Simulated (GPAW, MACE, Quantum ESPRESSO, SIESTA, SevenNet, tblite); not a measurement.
## Twisted Zr2CO2 MXene bilayer, 38.21° (70 atoms) in other programs, against a plane-wave reference

Wanted: errors and costs of other methods on twisted Zr2CO2 MXene bilayer, 38.21° (70 atoms). A plane-wave run serves as the reference.

Method: Kohn-Sham DFT, PBE, SSSP efficiency 1.3.0 pseudopotentials, plane waves, in Quantum ESPRESSO 7.5.

## Step 1: Starting point

The cell holds 70 atoms: 14 C, 28 Zr and 28 O. Its edges and angles: a = 8.757 Å, b = 8.757 Å, c = 26.080 Å, α = 90.0°, β = 90.0°, γ = 120.0°. It derives from Zr2CO2 (Zr2CO2 MXene). Zr2CO2 MXene (a = 3.31 Å) under Zr2CO2 MXene (a = 3.31 Å), bilayer, commensurate cell of 7 unit cells a layer, twist 38.21 deg; facing planes 2.88 Å apart; 14 Å of vacuum; layers as built, displaced by a Gaussian of 0.01 Å. Then every atom was moved at random, 0.05 Å r.m.s. a Cartesian component. Regions: layer 1, 35 atoms (7 C, 14 Zr and 14 O); layer 2, 35 atoms (7 C, 14 Zr and 14 O). Vacuum lies along c.

## Step 2: Plane-wave reference

Input file pw.in:

```
&control
  calculation = 'scf'
  pseudo_dir = './pseudo'
  outdir = './tmp'
  disk_io = 'none'
  tprnfor = .true.
/
&system
  ibrav = 0
  nat = 70
  ntyp = 3
  ecutwfc = 60
  ecutrho = 480
  nosym = .true.
  occupations = 'smearing'
  smearing = 'fd'
  degauss = 0.003675
/
&electrons
  conv_thr = 3.5e-07
  electron_maxstep = 100
  mixing_beta = 0.4
  mixing_mode = 'local-TF'
  diagonalization = 'david'
/
ATOMIC_SPECIES
C 12.011 C.upf
Zr 91.224 Zr.upf
O 15.999 O.upf
CELL_PARAMETERS angstrom
8.75740 0.00000 0.00000
-4.37870 7.58413 0.00000
0.00000 0.00000 26.08000
ATOMIC_POSITIONS crystal
C 0.99513 0.99819 0.35500
Zr 0.17980 0.22876 0.40914
Zr 0.24222 0.05103 0.30269
O 0.21885 0.03775 0.44545
O 0.19940 0.24019 0.27105
C 0.13760 0.42310 0.35770
Zr 0.34016 0.66434 0.40734
Zr 0.38732 0.49308 0.30437
O 0.38265 0.46961 0.44605
O 0.34147 0.66905 0.26746
C 0.29680 0.87278 0.35501
Zr 0.48559 0.10339 0.40663
[... 54 atom lines left out ...]
Zr 0.79687 0.98347 0.69627
Zr 0.84194 0.22726 0.59125
O 0.84042 0.21188 0.72731
O 0.77559 0.97114 0.55918
K_POINTS gamma
```

On the command line:

```bash
$ OMP_NUM_THREADS=1 mpirun -np 4 pw.x -in pw.in > output.txt
```

The program printed:

```text
Program PWSCF
     gamma-point specific algorithms are used
     one sub-group per band group will be used
     scalapack distributed-memory algorithm (size of sub-group:  2*  2 procs)
     Parallelization info
     sticks:   dense  smooth     PW     G-vecs:    dense   smooth      PW
     Min        2263    1126    283               518909   183458   22964
     Max        2264    1128    284               518928   183504   22971
     Sum        9055    4507   1135              2075677   733905   91867
     bravais-lattice index     =            0
     lattice parameter (alat)  =      16.5491  a.u.
     unit-cell volume          =   11689.2095 (a.u.)^3
     number of atoms/cell      =           70
     number of atomic types    =            3
[... lines left out ...]
     number of k points=     1  Fermi-Dirac smearing, width (Ry)=  0.0037
[... lines left out ...]
     total energy              =   -4207.69245634 Ry
[... lines left out ...]
     total energy              =   -4206.63931346 Ry
[... lines left out ...]
     total energy              =   -4208.21624873 Ry
[... lines left out ...]
     c_bands:  1 eigenvalues not converged
[... lines left out ...]
     c_bands:  2 eigenvalues not converged
[... lines left out ...]
     c_bands:  1 eigenvalues not converged
[... lines left out ...]
     total energy              =   -4208.27058581 Ry
[... lines left out ...]
     total energy              =   -4208.27058578 Ry
     estimated scf accuracy    <       0.00000101 Ry
     iteration # 25     ecut=    60.00 Ry     beta= 0.40
     negative rho (up, down):  1.807E+00 0.000E+00
     End of self-consistent calculation
          k = 0.0000 0.0000 0.0000 ( 45934 PWs)   bands (ev):
   -45.4579 -45.1962 -45.1634 -45.1463 -45.1333 -45.1147 -45.0602 -45.0211
   -44.9850 -44.9526 -44.9331 -44.8868 -44.8474 -44.8469 -44.7711 -44.6916
   -44.6781 -44.6706 -44.6299 -44.5915 -44.5735 -44.5184 -44.4688 -44.4464
[...]
7.4977   7.5461   7.5696   7.5961   7.6199   7.6967   7.7120   7.7173
     7.7600   7.7731   7.8076   7.8465   7.9103   7.9540   8.0022   8.0265
     the Fermi energy is     4.5732 ev
!    total energy              =   -4208.27058594 Ry
     estimated scf accuracy    <       0.00000007 Ry
     smearing contrib. (-TS)   =      -0.00004995 Ry
     internal energy E=F+TS    =   -4208.27053599 Ry
     The total energy is F=E-TS. E is the sum of the following terms:
     one-electron contribution =  -29441.66836147 Ry
     hartree contribution      =   14852.17503550 Ry
     xc contribution           =    -773.11642650 Ry
     ewald contribution        =   11507.23692924 Ry
     one-center paw contrib.   =    -352.89771276 Ry
     convergence has been achieved in  25 iterations
     negative rho (up, down):  1.807E+00 0.000E+00
     Forces acting on atoms (cartesian axes, Ry/au):
     atom    1 type  1   force =     0.00190331   -0.00920379   -0.00722604
     atom    2 type  2   force =     0.04701896    0.02635245    0.00323697
     atom    3 type  2   force =    -0.03323264    0.03959167    0.01509018
[...]
atom   69 type  3   force =    -0.04577810    0.00813165    0.07516185
     atom   70 type  3   force =     0.05218078    0.06919627   -0.06844109
     Total force =     0.530910     Total SCF correction =     0.000764
     Message from routine punch:
     Nothing written, as per user request (disk_io='none')
```

Wall time 15 min (4 MPI ranks of Arm Neoverse N1, shared host); peak memory 5.8 GiB; 60 min of CPU time.

Banners, paths, timers and routine set-up lines are dropped from the logs unmarked, and long logs keep their key lines alone; longer cuts are marked.

Numbers from this run:

| Quantity | Value |
| --- | --- |
| r.m.s. force component | 0.942 eV/Å |
| longest force | 3.517 eV/Å |
| gap (highest filled to lowest empty level) | 0.8346 eV |

## Step 3: Local order

Normalised to the volume that the atoms fill. Pair distribution functions g(r), in bins of 0.2 Å:

```tsv
r (Å)	total	O-O	O-Zr	O-C	Zr-Zr	Zr-C	C-C
1.90	0.20	0.00	0.62	0.00	0.00	0.00	0.00
2.10	2.37	0.00	7.38	0.00	0.00	0.00	0.00
2.30	2.09	0.00	0.94	0.00	0.00	11.19	0.00
2.50	0.54	0.00	0.00	0.00	0.00	3.35	0.00
2.70	0.02	0.00	0.00	0.12	0.00	0.00	0.00
2.90	0.84	0.22	0.00	5.04	0.00	0.00	0.00
3.10	0.90	1.06	0.00	3.89	0.38	0.00	1.17
3.30	2.84	5.85	0.00	0.00	9.18	0.00	10.90
3.50	0.60	1.19	0.26	0.00	1.38	0.00	2.58
3.70	0.29	0.21	0.81	0.00	0.00	0.00	0.00
3.90	0.96	0.24	2.31	0.00	0.00	1.16	0.00
4.10	0.83	0.23	0.66	0.00	0.00	3.61	0.00
4.30	0.29	0.20	0.20	1.12	0.00	0.11	0.00
4.50	0.56	0.14	0.26	2.67	0.18	0.00	0.00
4.70	0.41	0.34	0.21	0.27	1.52	0.00	0.00
4.90	1.19	1.26	2.87	0.00	0.40	0.00	0.00
5.10	1.38	0.67	3.00	0.07	0.11	1.77	0.00
5.30	1.04	0.03	0.92	0.44	0.17	4.02	0.00
5.50	0.78	0.41	0.11	3.83	0.28	0.07	0.25
5.70	1.40	1.88	0.13	1.88	3.76	0.00	3.75
5.90	0.63	1.59	0.26	0.30	1.28	0.00	0.89
6.10	0.20	0.41	0.12	0.31	0.15	0.15	0.00
6.30	0.15	0.07	0.08	0.26	0.19	0.26	0.00
6.50	0.48	0.96	0.20	0.25	0.76	0.25	1.43
6.70	1.09	1.81	1.26	0.30	1.35	0.30	2.16
6.90	1.21	1.24	2.23	0.22	0.12	1.49	0.08
7.10	0.75	0.11	0.69	0.90	0.09	2.18	0.00
7.30	0.67	0.09	0.22	2.56	0.76	0.36	0.00
```

Bonds by pair of elements; cutoffs follow the first minimum of g(r), held within bounds set by covalent radii, and pairs that aren't listed don't count as bonded:

```tsv
pair A-B	cutoff (Å)	bonds	mean length (Å)	spread (Å)	shortest (Å)	B about A	A about B
O-Zr	2.82	84	2.12	0.079	1.93	3	3
Zr-C	2.81	84	2.35	0.071	2.22	3	6
```

How many atoms have how many bonded neighbours:

```tsv
element	mean	3	6
C	6	0	14
O	3	28	0
Zr	6	0	28
```

## Step 4: The ladder

The programs:
- MACE: machine-learned potential, published weights.
- Quantum ESPRESSO 7.5: plane waves; labels (QE) give functional, pseudopotential set and cutoffs of waves/density.
- SIESTA 5.4.2: numerical atomic orbitals, whose automatically made sets are far from complete, with PseudoDojo norm-conserving potentials that we converted to its format (checked against plane waves on the same files for H, C, O, Si, Ge and Ca alone); labels give functional, basis size, energy shift and mesh cutoff.
- SevenNet: machine-learned potential, published weights.
- tblite 0.8.0: extended tight binding, driven from Python.

All use the same cell and atoms; the electronic-structure runs use the same k-mesh, and an electronic temperature of 580 K (0.05 eV) where levels are smeared.

Differences are against the plane-wave reference, forces as r.m.s. over components; share is that over the reference's r.m.s. force, slope the least-squares factor from reference forces to these. Total energies of different programs have different zeros and aren't compared.

```tsv
run	Δ force, r.m.s. (meV/Å)	share (%)	slope	Δ gap (eV)	cores	CPU time	memory (GiB)
reference	-	-	-	-	4	60 min	5.8
MACE MP-0b3 medium potential	392	41.6	0.712	-	1	14 s	0.93
MACE MPA-0 medium potential	219	23.2	0.896	-	1	14 s	0.93
QE PBE, gbrv-1.5, 40/200 Ry	18.5	1.97	1.005	7.0e-4	4	29 min	1.9
SIESTA PBE, DZP, shift 0.01 Ry, mesh 500 Ry	151	16.0	1.075	-0.125	2	12 min	2.2
SIESTA PBE, DZP, shift 0.01 Ry, mesh 700 Ry	151	16.0	1.075	-0.125	2	19 min	3.4
SIESTA PBEsol, DZP, shift 0.01 Ry, mesh 500 Ry	91.9	9.76	1.040	-0.147	2	12 min	2.2
SevenNet 0 potential	258	27.4	0.898	-	1	14 s	0.79
tblite GFN1-xTB	795	84.4	0.585	-	1	9.4 s	0.11
```

Times of the machine-learned potentials are mostly Python's start and the loading of weights.

CPU time is summed over cores on a shared host, where runs went side by side, so it is rough. Symmetry, cutoffs, thresholds, outputs and thread counts weren't matched or tuned between programs; memory under MPI is the largest rank's times the ranks.

Runs without a result: GPAW PBE, LCAO dzp, h 0.18 Å (cut off at its time limit of 11 min); GPAW revPBE, LCAO dzp, h 0.18 Å (cut off at its time limit of 11 min); GPAW PBE, LCAO szp(dzp), h 0.18 Å (cut off at its time limit of 6.7 min); GPAW PBE, LCAO dzp, h 0.18 Å, other mixer settings (cut off at its time limit of 18 min); GPAW PBE, LCAO sz(dzp), h 0.18 Å (cut off at its time limit of 4.1 min).

Mean charges by element (e), by run and scheme:

```tsv
run	scheme	C	Zr	O
SIESTA PBE, DZP, shift 0.01 Ry, mesh 500 Ry	Hirshfeld	-0.36	+0.45	-0.27
SIESTA PBE, DZP, shift 0.01 Ry, mesh 700 Ry	Hirshfeld	-0.36	+0.45	-0.27
SIESTA PBEsol, DZP, shift 0.01 Ry, mesh 500 Ry	Hirshfeld	-0.34	+0.43	-0.26
tblite GFN1-xTB	Mulliken	-0.68	+0.94	-0.60
```

Within one program, basis, potentials and functional, energies share a zero. Each run against its twin at the usual cutoff or grid and solver:

```tsv
run	twin	Δ energy (meV/atom)	Δ force, r.m.s. (meV/Å)	CPU time over the twin's
SIESTA PBE, DZP, shift 0.01 Ry, mesh 700 Ry	DZP, shift 0.01 Ry, mesh 500 Ry	-0.166	1.20	1.6
```

A second geometry, displaced anew (every atom was moved at random, 0.04 Å r.m.s. a Cartesian component), gives an energy difference that all programs can be tested on. The reference puts it at -24.19 meV/atom.

```tsv
run	energy less the first geometry's (meV/atom)	error (meV/atom)	force share at the second geometry (%)
SevenNet 0 potential	-20.26	3.93	27.2
MACE MP-0b3 medium potential	-16.51	7.68	38.2
MACE MPA-0 medium potential	-20.77	3.42	21.8
SIESTA PBE, DZP, shift 0.01 Ry, mesh 500 Ry	-25.22	-1.03	20.1
QE PBE, gbrv-1.5, 40/200 Ry	-24.29	-0.105	2.59
SIESTA PBE, DZP, shift 0.01 Ry, mesh 700 Ry	-25.22	-1.03	20.1
SIESTA PBEsol, DZP, shift 0.01 Ry, mesh 500 Ry	-24.33	-0.142	12.1
```

## Step 5: Summary of results

```
reference r.m.s. force component                       : 0.942 eV/Å
nearest in forces                                      : QE PBE, gbrv-1.5, 40/200 Ry, 2.0 %
farthest in forces                                     : tblite GFN1-xTB, 84 %
cheapest electronic-structure run beside the reference : tblite GFN1-xTB, 9.4 s of CPU time
```

In words: PBE on plane waves or a grid with other potentials, cutoffs or grids differs from the reference by 2.0 % (QE PBE, gbrv-1.5, 40/200 Ry) of the r.m.s. force; this holds the reference's own error, so differences of a few per cent don't tell which side is nearer the exact PBE result. The PBE runs in local orbitals differ by 16 % in each run; basis, grid and potentials can all enter. Tight binding differs by 84 % (tblite GFN1-xTB); it is another model, with fitted parameters of its own, and the xTB methods hold dispersion. Machine-learned potentials differ by 23 % (MACE MPA-0 medium potential) to 42 % (MACE MP-0b3 medium potential); they were trained on other programs' data. Among those trained on PBE data the slope goes as low as 0.71, which softening far from their training structures can give, though the reference's k-sampling is untested too. Rows with another functional or a dispersion term differ by 9.8 % (SIESTA PBEsol, DZP, shift 0.01 Ry, mesh 500 Ry), which mixes the change of model with differences of basis and potentials. tblite GFN1-xTB needed 75 SCF steps, so its time overstates the method's usual cost. Of the electronic-structure runs that take under half the reference's CPU time, QE PBE, gbrv-1.5, 40/200 Ry comes nearest, at 2.0 % in 29 min against 60 min. At the same functional, gaps differ from the reference's 0.835 eV by between -0.12 and +0.00 eV. These are spacings on the run's k-points, which needn't hold the band edges. Charges hang on model, scheme and program or settings: among these rows the mean for Zr runs from +0.43 to +0.94 e. The energy difference between the two geometries, -24.2 meV/atom in the reference, is met best by QE PBE, gbrv-1.5, 40/200 Ry (-0.105) and worst by MACE MP-0b3 medium potential (+7.68). In the reference: filled and empty levels are parted by 0.835 eV on the run's k-points; the mesh holds the band edges only if they fold onto it, so the gap at this level can be narrower or closed, while semilocal functionals tend to narrow gaps against experiment. In the reference: for some of the pairs, g(r) has its first main peak near 3.31 Å (O-O), 2.12 Å (O-Zr), 2.98 Å (O-C), 3.32 Å (Zr-Zr), 2.34 Å (Zr-C) and 3.32 Å (C-C). Periodic xTB results under one method name differ between programs and library versions. Machine-learned potentials mimic data converged in k, so the reference's own k-point error enters their differences. The reference's PBE has no dispersion term, which matters for the binding between molecules or layers. The electronic-structure runs sample only Γ, in a cell whose shortest periodic width is 8 Å.

[Also dropped from logs without a mark: logging warnings of Python, and SIESTA's first energy breakdown and zero terms.]

[Logs are printed without paths, hosts, clocks, repeated set-up lines and the standing remarks that a program may print on its own settings, such as how far it seeks lower states.]

[Hosts, paths, dates, database ids (printed as entryN), source tags and the programs' standing remarks are cut or masked in the printed files.]
